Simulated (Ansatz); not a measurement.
# How CdTe (F-43m) expands on warming, part 2 of 2

How much does CdTe expand with temperature?

Ansatz 0.2.0; DFT PBE+D3(BJ), scalar-relativistic, plane waves, PAW.

So far. Step 2 (Probe on a coarse mesh): The start is under 2.2 GPa at this level and looks like an insulator or semiconductor on this mesh. Step 4 (Relaxing to small residual forces and stress): The residual pressure is -2.7e-4 GPa, small enough for phonons. The relaxed cell has a = 6.517 Å (conventional setting).

The database entry behind the starting cell differs from later determinations by our own check (an axis about 1.1 % short against later determinations), so it need not match the best structure at ambient conditions.

## (5) The quasi-harmonic study

Thermal expansion follows from how the free energy of the vibrations (and of the electrons in a metal) changes with strain, so the program makes strained cells, their phonons and a fit in one run.

input.yaml

```yaml
crystal:
  lattice:
    - [0.0, 3.2583012808, 3.2583012808]
    - [3.2583012808, 0.0, 3.2583012808]
    - [3.2583012808, 3.2583012808, 0.0]
  atoms:
    - { symbol: Cd, position: [0.0, 0.0, 0.0] }
    - { symbol: Te, position: [0.25, 0.25, 0.25] }
kpoints:
  mp_grid: { grid: [8, 8, 8] }
hamiltonian:
  xc: pbe
  dispersion: d3bj
scf:
  occupations: { method: fixed }
output:
  eigenvalues: true
phonons:
  method: dfpt
  qmesh: [4, 4, 4]
  temperatures: { t_max: 800.0, t_step: 50 }
  thermal_expansion: {}
```

Command:

```
ansatz run input.yaml --threads 4 --pin off --max-ram 8192MiB --backend cpu --events-out ev --progress --plain --runs-dir out
```

Numbers of over 12 decimals in the logs are rounded to 6 here.

Output:

```text
Warning: phonons: the dynamical matrix that this run interpolates holds no multipole term above the dipole-dipole one, and a site of this crystal is no centre of inversion, so its interpolated transverse optical and acoustic branches and sound speeds can stay off near Gamma, and the density of states and the thermodynamics with them. What a run solves at a wave vector of phonons.qpoints, Gamma apart, where the deck admits one, is free of this, and under fd what a larger phonons.supercell samples
[...]
Crystal: 2 atoms, lattice volume = 69.184 Å³
Basis set: ecut = 487.2 eV, 1687 PW (Γ), exchange–correlation on 72×72×72 points (8 copies of the dense FFT grid, shifted against one another)
Bands: 22, of which v1, the nominal top of the filled ones, is band 18 counted from 1 (17 counted from 0)
Symmetry: 24 space group operations
[...]
k-points: 29 of 512 (time reversal used)
[...]
SCF iter   1: F=—  HF=-15235.995118 eV  |F-HF|=—  |Δ(HF+E_count)|=         —  Δρ=1.46e-3  dr2=3.66e-3  ethr=1.77e-3  ⟨swp⟩=5.0  Hψ=2499  notcnv=0  defer=54
[...]
SCF iter   8: F=-15235.994403 eV  HF=-15235.994403 eV  |F-HF|=7.28e-12  |Δ(HF+E_count)|=  8.37e-11  Δρ=8.07e-8  dr2=2.48e-12  ethr=1.00e-12  ⟨swp⟩=10.6  Hψ=3994  notcnv=0
SCF 1 converged in 8 iterations: F = -15235.994403 eV  dr2 = 2.48e-12
[...]
relax step   1: F+E_penalty+E_count = -15235.99440315 eV  Δ(F+E_penalty+E_count) = +0.000e0 eV  max|allowed force component| = 7.286e-17 eV/Å  Δτ_max = 0.0000 Å  (8 SCF iters, accepted)
SCF converged after 8 iterations
Free energy (F): -15235.994403 eV
[...]
Internal energy: -15235.994403 eV  (E = F + TS)
E sigma→0 (E₀):  -15235.994403 eV
Fermi energy:    7.229376 eV
[...]
--- Stress (GPa, compression-positive) ---
       -0.003316      -0.000000      -0.000000
       -0.000000      -0.003316       0.000000
       -0.000000       0.000000      -0.003316
  P = ⅓ Tr σ = -0.0033 GPa (-0.033 kbar)
--- Band table (eV; the first three rows and the last of 29) ---
  k-point 0: bands = [... 14 lower, -0.7432, 7.2294, 7.2294, 7.2294, 7.9526, 11.8593, 11.8593, 11.8593]
  k-point 1: bands = [... 14 lower, -0.7440, 6.0212, 7.0971, 7.0971, 8.8347, 11.8295, 12.0659, 12.0659]
  k-point 2: bands = [... 14 lower, -0.7435, 4.5532, 6.8160, 6.8160, 9.1955, 12.3994, 12.3994, 12.5644]
  k-point 28: bands = [... 14 lower, -0.1953, 3.1310, 4.9769, 5.1069, 11.4295, 11.9230, 12.7804, 13.5545]
── thermal expansion: 3 new cells, 3 in all ──
thermal expansion: variable-cell relaxation of cell 1
thermal expansion: relaxation of cell 1
thermal expansion: relaxation of cell 2
thermal expansion: relaxation of cell 3
── thermal expansion: 2 new cells, 5 in all ──
thermal expansion: relaxation of cell 4
thermal expansion: lower-state search of cell 4
thermal expansion: electrons of cell 4
thermal expansion: phonons of cell 4
thermal expansion: relaxation of cell 5
thermal expansion: electrons of cell 1
thermal expansion: electrons of cell 2
thermal expansion: electrons of cell 3
thermal expansion: electrons of cell 5
thermal expansion: phonons of cell 5
── thermal expansion: 5 new cells, 10 in all ──
thermal expansion: relaxation of cell 6
thermal expansion: relaxation of cell 7
thermal expansion: relaxation of cell 8
thermal expansion: relaxation of cell 9
thermal expansion: relaxation of cell 10
thermal expansion: electrons of cell 6
thermal expansion: electrons of cell 7
thermal expansion: electrons of cell 8
thermal expansion: electrons of cell 9
thermal expansion: electrons of cell 10
thermal expansion: phonons of cell 6
thermal expansion: phonons of cell 7
--- Relaxed structure (1 steps of the walk, 1 accepted, 0 SCFs on fresh bases) ---
  F+E_penalty+E_count = -15235.99440315 eV   max|allowed force component| = 7.286e-17 eV/Å
  atoms:
    - { symbol: Cd, position: [0.0, 0.0, 0.0] }
    - { symbol: Te, position: [0.25, 0.25, 0.25] }
--- Thermal expansion: 10 cells in 3 rounds, 0 GPa ---
  no lower state was reached at cell 4
  without vibrations: a 4.60781, b 4.60781, c 4.60781 Å, V 69.1782 Å³, B 40.02 GPa
  at 0 K: a 4.61204, b 4.61204, c 4.61204 Å, V 69.3687 Å³, B 39.56 GPa
  zero-point expansion: a +0.092, b +0.092, c +0.092, V +0.275 %
      T/K        a/Å        b/Å        c/Å       V/Å³ | expansion of a, b, c, V (1e-6/K)   | that of V in the mean from 25 °C | C_P, C_V (J/mol K of the cell) | B_T, B_S (GPa)
     0.00    4.61204    4.61204    4.61204    69.3687 |    0.00    0.00    0.00    0.00 |    5.76 |     0.000     0.000 |    39.56    39.56
   100.00    4.61134    4.61134    4.61134    69.3371 |    1.64    1.64    1.64    4.92 |   10.95 |    40.943    40.939 |    38.76    38.77
   200.00    4.61274    4.61274    4.61274    69.4005 |    3.88    3.88    3.88   11.65 |   12.83 |    47.364    47.321 |    37.60    37.64
   298.15    4.61468    4.61468    4.61468    69.4880 |    4.59    4.59    4.59   13.78 |       - |    48.789    48.702 |    36.46    36.53
   350.00    4.61581    4.61581    4.61581    69.5390 |    4.85    4.85    4.85   14.54 |   14.18 |    49.134    49.022 |    35.87    35.95
   450.00    4.61815    4.61815    4.61815    69.6447 |    5.26    5.26    5.26   15.78 |   14.85 |    49.524    49.361 |    34.73    34.85
   550.00    4.62066    4.62066    4.62066    69.7587 |    5.64    5.64    5.64   16.93 |   15.47 |    49.757    49.534 |    33.63    33.78
   650.00    4.62336    4.62336    4.62336    69.8809 |    6.03    6.03    6.03   18.09 |   16.07 |    49.926    49.635 |    32.54    32.73
   750.00    4.62624    4.62624    4.62624    70.0116 |    6.43    6.43    6.43   19.28 |   16.68 |    50.071    49.700 |    31.49    31.73
   800.00    4.62775    4.62775    4.62775    70.0802 |    6.63    6.63    6.63   19.89 |   16.98 |    50.140    49.726 |    30.98    31.23
  the static fit leaves 0.001 meV an atom of the energies and, of the stresses, 0.000 GPa of each cell's largest along a strain (root mean squares over the cells), whose Pulay part it has at -0.013 GPa
  vibrations' free energy: its fit passes through its cells
  the electrons' free energy at temperature is in it; its fit leaves 0.0000 meV an atom at the most
  free energies summed between the sampled wave vectors
  estimated error of the fitted expansion in any direction: up to 0.028e-6/K, at 800 K, with few degrees of freedom (an estimate, not a bound: it was exceeded on models of known expansion)
  the energies and the vibrations are of d3bj (s6 = 1.0, s8 = 0.7875, a1 = 0.4289, a2_bohr = 4.4407) at the weights and the pressure of the crystal at rest
  by sums over the sampled wave vectors an expansion of the volume parts by up to 2.55e-6/K
  by a static energy of one degree less an expansion of the volume parts by up to 0.01e-6/K
  band gaps on the cells' k-points are 0.629 to 0.813 eV
```

Elapsed: 23 min, on 4 threads of Arm Neoverse V2, shared host; peak memory 2.2 GiB; 88 min of CPU time.

Numbers from this step:

- pressure: -0.003316 GPa
- gap on the k-mesh: 0.7232 eV
- volume expansion coefficient at 298 K: 13.78 1e-6/K
- C_P at 298 K: 24.39 J/mol-atom/K
- entropy at 298 K: 48.31 J/mol-atom/K
- isothermal bulk modulus at 298 K: 36.46 GPa
- Grüneisen parameter at 298 K: 0.4318
- volume at 298 K: 34.74 Å³/atom
- principal linear expansion coefficients at 298 K: 4.594, 4.594, 4.594 1e-6/K

Strained cells of the study; zero-point energy where phonons were solved; the pressures are stresses at a fixed cutoff and can carry an offset from the finite basis. Expansion cells, by row:

```
cell  |a| (Å)  |b| (Å)  |c| (Å)  V (Å³/atom)  E - E_lowest (meV/atom)  pressure, compression positive (GPa)  gap (eV)  zero-point energy (meV/atom)
   1    4.608    4.608    4.608        34.59                    0.002                                -0.016    0.7232                             -
   2    4.645    4.645    4.645        35.43                    2.431                                -0.919    0.6519                             -
   3    4.571    4.571    4.571        33.77                    2.508                                 0.996    0.7954                             -
   4    4.608    4.608    4.608         34.6                        0                                -0.023    0.7227                          18.6
   5    4.631    4.631    4.631        35.12                    0.987                                  -0.6    0.6779                         18.24
   6    4.619    4.619    4.619        34.84                    0.225                                -0.298    0.7017                         18.43
   7    4.641    4.641    4.641        35.33                    1.907                                -0.819    0.6601                          18.1
   8    4.562    4.562    4.562        33.58                    3.907                                 1.261    0.8132                             -
   9    4.585    4.585    4.585        34.08                    0.947                                 0.596    0.7678                             -
  10    4.657    4.657    4.657         35.7                    4.214                                -1.188    0.6291                             -
```

Quasi-harmonic; a, b, c are the run's own cell vectors. Expansion, by row:

```
T (K)  a (Å)  b (Å)  c (Å)  alpha (deg)  beta (deg)  gamma (deg)  cell volume (Å³/cell)  alpha_a (1e-6/K)  alpha_b (1e-6/K)  alpha_c (1e-6/K)  alpha_V (1e-6/K)  C_P (J/mol-atom/K)  C_V (J/mol-atom/K)  S (J/mol-atom/K)  B_T (GPa)  B_S (GPa)  Grueneisen  extrapolation  fit error (1e-6/K)
    0  4.612  4.612  4.612           60          60           60                  69.37                 0                 0                 0                 0                   0                   0                 0      39.56      39.56           -              0                   0
   50  4.611  4.611  4.611           60          60           60                  69.34             -2.48             -2.48             -2.48             -7.43               13.44               13.44             11.26      39.29       39.3      -0.454              0                0.01
  100  4.611  4.611  4.611           60          60           60                  69.34              1.64              1.64              1.64              4.92               20.47               20.47             23.19      38.76      38.77       0.194              0                0.01
  150  4.612  4.612  4.612           60          60           60                  69.36              3.18              3.18              3.18              9.53               22.75               22.75                32      38.19       38.2       0.334              0                0.01
  200  4.613  4.613  4.613           60          60           60                   69.4              3.88              3.88              3.88             11.65               23.68               23.66             38.69       37.6      37.64       0.387              0                0.01
  250  4.614  4.614  4.614           60          60           60                  69.44               4.3               4.3               4.3             12.91               24.14               24.11             44.03      37.02      37.07       0.415              0                0.01
298.1  4.615  4.615  4.615           60          60           60                  69.49              4.59              4.59              4.59             13.78               24.39               24.35             48.31      36.46      36.53       0.432              0                0.01
  300  4.615  4.615  4.615           60          60           60                  69.49               4.6               4.6               4.6             13.81                24.4               24.36             48.46      36.44      36.51       0.432              0                0.01
  350  4.616  4.616  4.616           60          60           60                  69.54              4.85              4.85              4.85             14.54               24.57               24.51             52.23      35.87      35.95       0.445              0                0.02
  400  4.617  4.617  4.617           60          60           60                  69.59              5.06              5.06              5.06             15.18               24.68               24.61             55.52       35.3       35.4       0.456              0                0.02
  450  4.618  4.618  4.618           60          60           60                  69.64              5.26              5.26              5.26             15.78               24.76               24.68             58.43      34.73      34.85       0.466              0                0.02
  500  4.619  4.619  4.619           60          60           60                   69.7              5.45              5.45              5.45             16.36               24.83               24.73             61.04      34.18      34.31       0.475              0                0.03
  550  4.621  4.621  4.621           60          60           60                  69.76              5.64              5.64              5.64             16.93               24.88               24.77             63.41      33.63      33.78       0.483              0                0.03
  600  4.622  4.622  4.622           60          60           60                  69.82              5.84              5.84              5.84             17.51               24.92                24.8             65.58      33.08      33.25       0.491              0                0.03
  650  4.623  4.623  4.623           60          60           60                  69.88              6.03              6.03              6.03             18.09               24.96               24.82             67.58      32.54      32.73       0.499              0                0.02
  700  4.625  4.625  4.625           60          60           60                  69.95              6.22              6.22              6.22             18.67                  25               24.84             69.43      32.01      32.23       0.507              0                0.02
  750  4.626  4.626  4.626           60          60           60                  70.01              6.43              6.43              6.43             19.28               25.04               24.85             71.15      31.49      31.73       0.515              0                0.02
  800  4.628  4.628  4.628           60          60           60                  70.08              6.63              6.63              6.63             19.89               25.07               24.86             72.77      30.98      31.23       0.523              0                0.03
```

Table of expansion coefficient by temperature; values in 1e-6/K:

```
temperature (K)  volume  principal 1
              0       0            0
             50   -7.43        -2.48
            100    4.92         1.64
            150    9.53         3.18
            200    11.7         3.88
            250    12.9          4.3
            298    13.8         4.59
            300    13.8          4.6
            350    14.5         4.85
            400    15.2         5.06
            450    15.8         5.26
            500    16.4         5.45
            550    16.9         5.64
            600    17.5         5.84
            650    18.1         6.03
            700    18.7         6.22
            750    19.3         6.43
            800    19.9         6.63
```

At 298 K the volume expansion is 13.8 × 10⁻⁶/K and B_T is 36.5 GPa. The program raised the cutoff to 487.2 eV by itself: with no cutoff typed, the study takes about 1.16 times the default for its relaxations and scales it with the volume for the phonons.

## (6) Summary of results

| Property | Result |
| --- | --- |
| settings of these figures | PBE+D3(BJ), 487.2 eV, k 8×8×8, q 4×4×4 |
| volume expansion coefficient at 298 K | 13.78 1e-6/K |
| C_P at 298 K | 24.39 J/mol-atom/K |
| entropy at 298 K | 48.31 J/mol-atom/K |
| isothermal bulk modulus at 298 K | 36.46 GPa |
| Grüneisen parameter at 298 K | 0.4318 |
| volume at 298 K | 34.74 Å³/atom |
| principal linear expansion coefficients at 298 K | 4.594, 4.594, 4.594 1e-6/K |

What this shows: Near room temperature CdTe expands by 13.8 × 10⁻⁶/K in volume by PBE+D3(BJ), with C_P = 24.4 J/(mol K) per mole of atoms and B_T = 36.5 GPa. At low temperature the volume shrinks on warming, because modes with negative Grüneisen parameters outweigh the rest; the coefficient turns positive near 80 K. C_P at room temperature is 98 % of the classical 3R an atom. The interpolation has no quadrupole term, so branches near the zone centre are less sure, since this crystal has sites that are not centres of inversion. The dispersion term is taken with its C6 weights frozen at the crystal at rest, in the force constants and, in the expansion study, in the energies too.

[Logs are printed without paths, hosts, clocks, repeated set-up lines and the standing remarks that a program may print on its own settings, such as how far it seeks lower states.]

[Hosts, paths, dates, database ids (printed as entryN), source tags and the programs' standing remarks are cut or masked in the printed files.]

[A step with changed settings may run another functional than the one named; its input shows which.]
